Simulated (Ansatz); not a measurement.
# Lattice dynamics of Ta2CF2 monolayer

Task: relax Ta2CF2 monolayer, then find its harmonic phonons.

Program: Ansatz 0.2.0. Level of theory: DFT PBE, scalar-relativistic, plane waves, PAW; PAW set soft_1. Results are calculated unless marked as measured.

### 1. The starting structure

The cell holds 5 atoms: 1 C, 2 Ta and 2 F. Its edges and angles: a = 3.100 Å, b = 3.100 Å, c = 20.000 Å, α = 90.0°, β = 90.0°, γ = 120.0°. Vacuum lies along c.

Coordinates:

```cif
data_structure
_symmetry_space_group_name_H-M 'P 1'
_symmetry_Int_Tables_number 1
_cell_length_a 3.1000
_cell_length_b 3.1000
_cell_length_c 20.0000
_cell_angle_alpha 90.000
_cell_angle_beta 90.000
_cell_angle_gamma 120.000
_cell_volume 166.45
loop_
_atom_site_label
_atom_site_type_symbol
_atom_site_fract_x
_atom_site_fract_y
_atom_site_fract_z
_atom_site_occupancy
C1 C 0.00000 0.00000 0.50000 1
Ta2 Ta 0.33333 0.66667 0.56000 1
Ta3 Ta 0.66667 0.33333 0.44000 1
F4 F 0.66667 0.33333 0.61750 1
F5 F 0.33333 0.66667 0.38250 1
```

### 2. Rough relaxation

The start is far from rest, so a relaxation with loose tolerances brings it close first.

The program solves this slab on a cell height of its own, 33.2 Å, in place of the one typed.

Input file input.yaml:

```yaml
crystal:
  lattice:
    - [3.1, 0.0, 0.0]
    - [-1.55, 2.68468, 0.0]
    - [0.0, 0.0, 20.0]
  atoms:
    - { symbol: C, position: [0.0, 0.0, 0.5] }
    - { symbol: Ta, position: [0.333333, 0.666667, 0.56] }
    - { symbol: Ta, position: [0.666667, 0.333333, 0.44] }
    - { symbol: F, position: [0.666667, 0.333333, 0.6175] }
    - { symbol: F, position: [0.333333, 0.666667, 0.3825] }
  periodic: [true, true, false]
kpoints:
  mp_grid: { grid: [9, 9, 1] }
hamiltonian:
  xc: pbe
  pseudopotentials: { kind: paw, azcp: { folder: soft_1 } }
scf:
  occupations: { method: gaussian, width: 0.1 }
output:
  forces: true
  stress: true
  eigenvalues: true
relax:
  adjacent_minimum: "off"
  f_tol: 0.05
  max_steps: 80
  cell: { stress_2d_tol: 0.02 }
```

On the command line:

```sh
> ansatz run input.yaml --threads 4 --pin off --max-ram 16384MiB --backend cpu --events-out ev --progress --plain --runs-dir out
```

Numbers of over 12 decimals in the logs are rounded to 6 here.

The program printed:

```text
[...]
cell:  # Å, volume = 295.9498 Å³
    - [3.208298, 0, 0]
    - [-1.604149, 2.778467, 0]
    - [0, 0, 33.2]
  atoms:
    - { symbol: C, position: [0, 0, 0.301205] }
    - { symbol: Ta, position: [0.333333, 0.666667, 0.333905] }
    - { symbol: Ta, position: [0.666667, 0.333333, 0.268505] }
    - { symbol: F, position: [0.666667, 0.333333, 0.376058] }
    - { symbol: F, position: [0.333333, 0.666667, 0.226352] }
[key lines of the parts left out:]
SCF converged after 7 iterations
Free energy (F): -21736.456674 eV
Fermi energy:    -3.878655 eV
P = ½ c Tr σ = 0.0193 N/m
```

It took 30 s on 4 threads of Arm Neoverse V1, shared host; peak memory 0.68 GiB; 1.8 min of CPU time.

Relaxation path:

| step | energy less that of the first step (eV) | largest force component (eV/Å) | volume (Å³) |
| --- | --- | --- | --- |
| 1 | 0.0000 | 6.1008 | 276.31 |
| 2 | -1.2122 | 2.4245 | 292.56 |
| 3 | -1.4722 | 0.1180 | 294.43 |
| 4 | -1.4741 | 0.0215 | 294.61 |
| 5 | -1.4741 | 0.0006 | 295.10 |
| 6 | -1.4741 | 0.0008 | 295.19 |
| 7* | -1.4866 | 0.0021 | 295.19 |
| 8 | -1.4866 | 0.0005 | 295.95 |
| 9* | -1.4869 | 0.0005 | 295.95 |

Relaxation steps marked * repeat the geometry before them on a plane-wave basis chosen anew for their cell, so energy and pressure can jump there.

Forces are held to the 12 operations that the run works with; a distortion that breaks them can't arise in this run.

| cell as run | before | after | change |
| --- | --- | --- | --- |
| a (Å) | 3.100 | 3.208 | +3.5 % |
| b (Å) | 3.100 | 3.208 | +3.5 % |

The atoms that moved most (Å, along periodic axes as changes of fractional coordinates times the final cell, across vacuum about the mean position):

| atom | dx | dy | dz | length |
| --- | --- | --- | --- | --- |
| F5 | 0.000 | 0.000 | -0.135 | 0.135 |
| F4 | 0.000 | 0.000 | 0.135 | 0.135 |
| Ta3 | 0.000 | 0.000 | 0.114 | 0.114 |
| Ta2 | 0.000 | 0.000 | -0.114 | 0.114 |

Final coordinates:

```xyz
5
Lattice="3.2083 0.0000 0.0000 -1.6041 2.7785 0.0000 0.0000 0.0000 33.2000" Properties=species:S:1:pos:R:3
C     0.0000    0.0000   10.0000
Ta    0.0000    1.8523   11.0856
Ta    1.6041    0.9262    8.9144
F     1.6041    0.9262   12.4851
F     0.0000    1.8523    7.5149
```

Numbers from this step:

```yaml
gap_on_the_k_mesh: 0 eV
area_per_atom: 1.783 Å²
```

The relaxation ends with a largest force component of 5.2e-4 eV/Å.

### 3. Relaxation

Harmonic phonons are second derivatives at a point where the forces vanish, and they are wanted at zero stress, so atoms and cell are relaxed first.

Input file input.yaml:

```yaml
crystal:
  lattice:
    - [3.2082977312, 0.0, 0.0]
    - [-1.6041488656, 2.7784673381, 0.0]
    - [0.0, 0.0, 33.2]
  atoms:
    - { symbol: C, position: [0.0, 0.0, 0.3012048193] }
    - { symbol: Ta, position: [0.3333333333, 0.6666666667, 0.3339048137] }
    - { symbol: Ta, position: [0.6666666667, 0.3333333333, 0.2685048248] }
    - { symbol: F, position: [0.6666666667, 0.3333333333, 0.3760577035] }
    - { symbol: F, position: [0.3333333333, 0.6666666667, 0.226351935] }
  periodic: [true, true, false]
kpoints:
  mp_grid: { grid: [12, 12, 1] }
hamiltonian:
  xc: pbe
  pseudopotentials: { kind: paw, azcp: { folder: soft_1 } }
scf:
  occupations: { method: gaussian, width: 0.1 }
output:
  forces: true
  stress: true
  eigenvalues: true
  write_density: true
  write_potential: true
  elf: true
  volumetric_format: npy
relax:
  adjacent_minimum: "off"
  f_tol: 0.005
  max_steps: 80
  cell: { stress_2d_tol: 0.02 }
```

The program printed:

```text
[...]
Crystal: 5 atoms, lattice volume = 295.950 Å³
Basis set: ecut = 420 eV, 5871 PW (Γ), exchange–correlation on 48×48×450 points (8 copies of the dense FFT grid, shifted against one another)
Bands: 27, of which v1, the nominal top of the filled ones, is band 22 counted from 1 (21 counted from 0)
Symmetry: 12 space group operations
[...]
k-points: 19 of 144
[...]
SCF iter   1: F=—  HF=-21741.045416 eV  |F-HF|=—  |Δ(HF+E_count)|=         —  Δρ=5.78e-2  dr2=1.71e1  ethr=3.10e-3  ⟨swp⟩=11.8  Hψ=3700  notcnv=0
[...]
SCF iter  11: F=-21736.437852 eV  HF=-21736.437852 eV  |F-HF|=7.57e-10  |Δ(HF+E_count)|=   6.91e-9  Δρ=1.49e-7  dr2=6.32e-11  ethr=1.32e-12  ⟨swp⟩=10.6  Hψ=4622  notcnv=0
SCF 1 converged in 11 iterations: F = -21736.437852 eV  dr2 = 6.32e-11
[...]
relax step   1: F+E_penalty+E_count = -21736.43785185 eV  Δ(F+E_penalty+E_count) = +0.000e0 eV  max|allowed force component| = 6.037e-2 eV/Å  Δτ_max = 0.0000 Å  P = -0.001 N/m  Ω = 295.950 Å³  fix = [c, alpha, beta]  reactions: c -0.000 N/m  (11 SCF iters, dr2 threshold 1.00e-7 eV, accepted)
Crystal: 5 atoms, lattice volume = 295.388 Å³
Basis set: ecut = 420 eV, 5847 PW (Γ), exchange–correlation on 48×48×450 points (8 copies of the dense FFT grid, shifted against one another)
[...]
SCF iter   5: F=-21736.437993 eV  HF=-21736.437993 eV  |F-HF|=1.29e-8  |Δ(HF+E_count)|=   1.50e-8  Δρ=5.17e-6  dr2=7.31e-8  ethr=5.18e-10  ⟨swp⟩=22.3  Hψ=6728  notcnv=0
SCF 2 converged in 5 iterations: F = -21736.437993 eV  dr2 = 7.31e-8
relax step   2: F+E_penalty+E_count = -21736.43799344 eV  Δ(F+E_penalty+E_count) = -1.416e-4 eV  max|allowed force component| = 8.401e-2 eV/Å  Δτ_max = 0.0069 Å  P = -0.100 N/m  Ω = 295.388 Å³  energy of the carried Pulay correction = +2.160e-4 eV  fix = [c, alpha, beta]  (5 SCF iters, dr2 threshold 2.28e-7 eV, rejected (line search))
Crystal: 5 atoms, lattice volume = 295.639 Å³
[...]
SCF iter   9: F=-21736.438121 eV  HF=-21736.438121 eV  |F-HF|=0.00e0  |Δ(HF+E_count)|=  1.64e-10  Δρ=1.73e-8  dr2=5.08e-13  ethr=1.00e-12  ⟨swp⟩=13.3  Hψ=4092  notcnv=0
SCF 3 converged in 9 iterations: F = -21736.438121 eV  dr2 = 5.08e-13
relax step   3: F+E_penalty+E_count = -21736.43812062 eV  Δ(F+E_penalty+E_count) = -2.688e-4 eV  max|allowed force component| = 1.143e-3 eV/Å  Δτ_max = 0.0033 Å  P = -0.021 N/m  Ω = 295.639 Å³  energy of the carried Pulay correction = +1.194e-4 eV  fix = [c, alpha, beta]  reactions: c -0.000 N/m  (9 SCF iters, accepted)
[...]
relax step   4: F+E_penalty+E_count = -21736.43813270 eV  Δ(F+E_penalty+E_count) = -1.208e-5 eV  max|allowed force component| = 6.660e-4 eV/Å  Δτ_max = 0.0000 Å  P = -0.003 N/m  Ω = 295.610 Å³  energy of the carried Pulay correction = +1.308e-4 eV  fix = [c, alpha, beta]  reactions: c -0.000 N/m  (4 SCF iters, dr2 threshold 4.75e-10 eV, accepted)
[...]
SCF iter   1: F=—  HF=-21736.438150 eV  |F-HF|=—  |Δ(HF+E_count)|=         —  Δρ=4.53e-6  dr2=1.20e-8  ethr=9.09e-8  ⟨swp⟩=7.6  Hψ=6586  notcnv=0
eigensolver tolerance schedule: the retry pair's looser diagonalisation over-reported the residual by 3342.35 of it (diagonalisation noise at 0.11 of the residual, at the tolerance the schedule requests for it); recorded, not acted on — ethr = c·dr2/N_el stays at c = 1.0e-1
SCF iter   2: F=—  HF=-21736.437990 eV  |F-HF|=—  |Δ(HF+E_count)|=   1.60e-4  Δρ=3.81e-6  dr2=2.38e-8  ethr=2.72e-11  ⟨swp⟩=6.2  Hψ=2142  notcnv=0
[...]
SCF iter   6: F=-21736.437990 eV  HF=-21736.437990 eV  |F-HF|=3.64e-11  |Δ(HF+E_count)|=  8.73e-11  Δρ=1.21e-8  dr2=3.81e-13  ethr=1.00e-12  ⟨swp⟩=15.1  Hψ=3965  notcnv=0
SCF 5 converged in 6 iterations: F = -21736.437990 eV  dr2 = 3.81e-13
relax step   5: F+E_penalty+E_count = -21736.43798957 eV  Δ(F+E_penalty+E_count) = +1.431e-4 eV  max|allowed force component| = 6.549e-4 eV/Å  Δτ_max = 0.0000 Å  P = -0.007 N/m  Ω = 295.610 Å³  fix = [c, alpha, beta]  reactions: c -0.000 N/m  stress off target by 6.95e-3 N/m on what of the cell is left free  SCF on the basis re-selected at this cell (its energy is not comparable with the rows above)  (6 SCF iters)
basis re-selected at this cell: Δ(F+E_penalty+E_count) = +1.431e-4 eV, ΔP = -0.004 N/m vs the last step (what re-selecting the basis moved, of the pressure what is left beyond the Pulay correction that the steps carried, after the strain that the cell walked since its last selection, with what the two solves' SCF thresholds leave and, on support functions, any second-order correction that the steps lacked; it is no m [...]
WARN: The output density's exchange-correlation potential varies sharply where the density is thin. Do not read a vacuum level from v_tot or v_xc, or from such a field of the output density. On a cell that repeats whose density bears no net charge and no dipole along the vacuum's axis use v_es (v_loc + v_h of the components); under efield.dipole_correction with no amplitude use v_es + v_field, which holds any externa [...]
SCF converged after 6 iterations
Free energy (F): -21736.437990 eV
[...]
Internal energy: -21736.430880 eV  (E = F + TS)
E sigma→0 (E₀):  -21736.434435 eV
Entropy (-TS):   -0.007110 eV (-1.422 meV/atom)
Fermi energy:    -3.781514 eV
[...]
--- Forces (eV/Å), atoms counted from 1 ---
  atom   1  C      0.00000000     0.00000000     0.00000000
  atom   2  Ta     0.00000000    -0.00000000    -0.00065487
  atom   3  Ta    -0.00000000     0.00000000     0.00065487
  atom   4  F     -0.00000000     0.00000000     0.00045262
  atom   5  F      0.00000000    -0.00000000    -0.00045262
  max |Σ_I F_I| component: 1.85e-17 eV/Å
--- 2D stress c σ (N/m, compression-positive) ---
       -0.006953       0.000000      -0.000000
        0.000000      -0.006953      -0.000000
       -0.000000      -0.000000      -0.000000
  P = ½ c Tr σ = -0.0070 N/m
--- Band table (eV; the first three rows and the last of 19) ---
  k-point 0: bands = [... 18 lower, -8.9727, -8.9727, -5.5764, -5.5764, -4.3354, -3.2708, -2.4779, -2.4779, ... 1 higher]
  k-point 1: bands = [... 18 lower, -9.1826, -9.0044, -5.8075, -5.4182, -4.3014, -2.9578, -2.7050, -2.5251, ... 1 higher]
  k-point 2: bands = [... 18 lower, -9.4862, -9.0550, -6.3057, -4.9699, -4.2393, -3.0735, -2.5586, -2.3766, ... 1 higher]
  k-point 18: bands = [... 18 lower, -9.9338, -8.8388, -4.9885, -4.5060, -4.5060, -1.7668, -1.7256, -1.7256, ... 1 higher]
--- Relaxed structure (4 steps of the walk, 3 accepted, 1 SCFs on fresh bases) ---
[...]
cell:  # Å, volume = 295.6096 Å³
    - [3.206453, 0.0, 0]
    - [-1.603227, 2.776870, 0]
    - [0, 0, 33.2]
  atoms:
    - { symbol: C, position: [0, 0, 0.30120481926] }
    - { symbol: Ta, position: [0.333333, 0.666667, 0.333982] }
    - { symbol: Ta, position: [0.666667, 0.333333, 0.268427] }
    - { symbol: F, position: [0.666667, 0.333333, 0.376158] }
    - { symbol: F, position: [0.333333, 0.666667, 0.226252] }
```

The job ended after 20 s (4 threads; peak memory 0.68 GiB; 77 s of CPU time).

Little changed from the start: no atom moved by 0.005 Å and no cell edge by 0.1 %.

Numbers from this step:

```
area per atom : 1.781 Å²
```

ELF in the ac plane at fractional y = 0.333, with atoms of Ta and F within 0.2 Å of it. It is the smooth field of the valence electrons, not physical close to the nuclei.

Values, 24 rows by 14 columns, each cell a mean:
```
0.00 0.00 0.00 0.00 0.00 0.00 0.00 0.00 0.00 0.00 0.00 0.00 0.00 0.00
0.00 0.00 0.00 0.00 0.00 0.00 0.00 0.00 0.00 0.00 0.00 0.00 0.00 0.00
0.00 0.00 0.00 0.00 0.00 0.00 0.00 0.00 0.00 0.00 0.00 0.00 0.00 0.00
0.00 0.00 0.00 0.00 0.00 0.00 0.00 0.00 0.00 0.00 0.00 0.00 0.00 0.00
0.00 0.00 0.00 0.00 0.00 0.00 0.00 0.00 0.00 0.00 0.00 0.00 0.00 0.00
0.00 0.00 0.00 0.00 0.00 0.00 0.00 0.00 0.00 0.00 0.00 0.00 0.00 0.00
0.00 0.00 0.00 0.00 0.00 0.00 0.00 0.00 0.00 0.00 0.00 0.00 0.00 0.00
0.00 0.00 0.00 0.00 0.00 0.00 0.00 0.00 0.00 0.00 0.00 0.00 0.00 0.00
0.00 0.00 0.00 0.00 0.00 0.00 0.00 0.00 0.00 0.00 0.00 0.00 0.00 0.00
0.00 0.00 0.00 0.00 0.00 0.00 0.00 0.00 0.00 0.00 0.00 0.00 0.00 0.00
0.00 0.00 0.00 0.00 0.00 0.00 0.00 0.00 0.00 0.00 0.00 0.00 0.00 0.00
0.00 0.00 0.00 0.00 0.00 0.00 0.00 0.00 0.00 0.00 0.00 0.00 0.00 0.00
0.00 0.00 0.00 0.00 0.00 0.00 0.00 0.00 0.00 0.00 0.00 0.00 0.00 0.00
0.01 0.00 0.00 0.00 0.00 0.02 0.03 0.05 0.07 0.08 0.08 0.06 0.04 0.02
0.20 0.05 0.02 0.02 0.11 0.34 0.55 0.66 0.69 0.66 0.67 0.68 0.62 0.46
0.16 0.19 0.23 0.22 0.18 0.19 0.29 0.40 0.45 0.45 0.45 0.43 0.36 0.23
0.39 0.43 0.44 0.44 0.41 0.35 0.31 0.29 0.30 0.32 0.31 0.30 0.30 0.33
0.20 0.26 0.32 0.29 0.21 0.25 0.50 0.67 0.62 0.48 0.54 0.67 0.61 0.37
0.26 0.37 0.42 0.41 0.32 0.19 0.11 0.12 0.16 0.19 0.18 0.14 0.10 0.13
0.06 0.09 0.10 0.10 0.07 0.04 0.02 0.01 0.00 0.00 0.00 0.00 0.01 0.03
0.00 0.00 0.00 0.00 0.00 0.00 0.00 0.00 0.00 0.00 0.00 0.00 0.00 0.00
0.00 0.00 0.00 0.00 0.00 0.00 0.00 0.00 0.00 0.00 0.00 0.00 0.00 0.00
0.00 0.00 0.00 0.00 0.00 0.00 0.00 0.00 0.00 0.00 0.00 0.00 0.00 0.00
0.00 0.00 0.00 0.00 0.00 0.00 0.00 0.00 0.00 0.00 0.00 0.00 0.00 0.00
```
Columns run along a (3.2 Å), rows up along c (33.2 Å). Atoms in or near the plane, at fractional coordinates: Ta at (0.67, 0.27), F at (0.67, 0.38).

Electrostatic potential energy in the ac plane at fractional y = 0.333, with atoms of Ta and F within 0.2 Å of it. With pseudopotentials it is smooth inside the atoms' cores, unlike the true potential.

Ten even steps from '_' (-32 eV) to '@' (0 eV), each cell a mean:
```
@@@@@@@@@@@@@@@@@@@@@@@@@@@@@@@@@@
@@@@@@@@@@@@@@@@@@@@@@@@@@@@@@@@@@
@@@@@@@@@@@@@@@@@@@@@@@@@@@@@@@@@@
@@@@@@@@@@@@@@@@@@@@@@@@@@@@@@@@@@
@@@@@@@@@@@@@@@@@@@@@@@@@@@@@@@@@@
@@@@@@@@@@@@@@@@@@@@@@@@@@@@@@@@@@
@@@@@@@@@@@@@@@@@@@@@@@@@@@@@@@@@@
@@@@@@@@@@@@@@@@@@@@@@@@@@@@@@@@@@
@@@@@@@@@@@@@@@@@@@@@@@@@@@@@@@@@@
@@@@@@@@@@@@@@@@@@@@@@@@@@@@@@@@@@
@@@@@@@@@@@@@@@@@@@@@@@@@@@@@@@@@@
@@@@@@@@@@@@@@@@@@@@@@@@@@@@@@@@@@
@@@@@@@@@@@@@@@@@@@@@@@@@@@@@@@@@@
@@@@@@@@@@@@@@@@@@@@@@@@@@@@@@@@@@
@@@@@@@@@@@@@@@@##++==--====++%%@@
**++++++++****####++++++++++**####
****++++******####************####
++##%%%%##**++..________________--
%%%%@@@@@@%%%%%%##**********####%%
@@@@@@@@@@@@@@@@@@@@@@@@@@@@@@@@@@
@@@@@@@@@@@@@@@@@@@@@@@@@@@@@@@@@@
@@@@@@@@@@@@@@@@@@@@@@@@@@@@@@@@@@
@@@@@@@@@@@@@@@@@@@@@@@@@@@@@@@@@@
@@@@@@@@@@@@@@@@@@@@@@@@@@@@@@@@@@
```
Columns run along a (3.2 Å; values clipped at the 3rd and 97th percentile), rows up along c (33.2 Å). Atoms in or near the plane, at fractional coordinates: Ta at (0.67, 0.27), F at (0.67, 0.38).

Valence density in the ac plane at fractional y = 0.333, with atoms of Ta and F within 0.2 Å of it. It is the smooth field of the valence electrons, not physical close to the nuclei.

Ten steps, logarithmic in the rise over the least value, from '0' (0.00 × 1e0 e/Å³) to '9' (5.12 × 1e0 e/Å³), each cell a mean:
```
00000000000000000
00000000000000000
00000000000000000
00000000000000000
00000000000000000
00000000000000000
00000000000000000
00000000000000000
00000000000000000
00000000000000000
00000000000000000
00000000000000000
00000000000000000
00000000000000000
21001124579998753
44454444567887644
55555544445555444
44434456899999875
33333332334444322
00000000000000000
00000000000000000
00000000000000000
00000000000000000
00000000000000000
```
Columns run along a (3.2 Å), rows up along c (33.2 Å). Atoms in or near the plane, at fractional coordinates: Ta at (0.67, 0.27), F at (0.67, 0.38).

(Part 1 of 3 ends here.)

[Logs are printed without paths, hosts, clocks, repeated set-up lines and the standing remarks that a program may print on its own settings, such as how far it seeks lower states.]

[Hosts, paths, dates, database ids (printed as entryN), source tags and the programs' standing remarks are cut or masked in the printed files.]
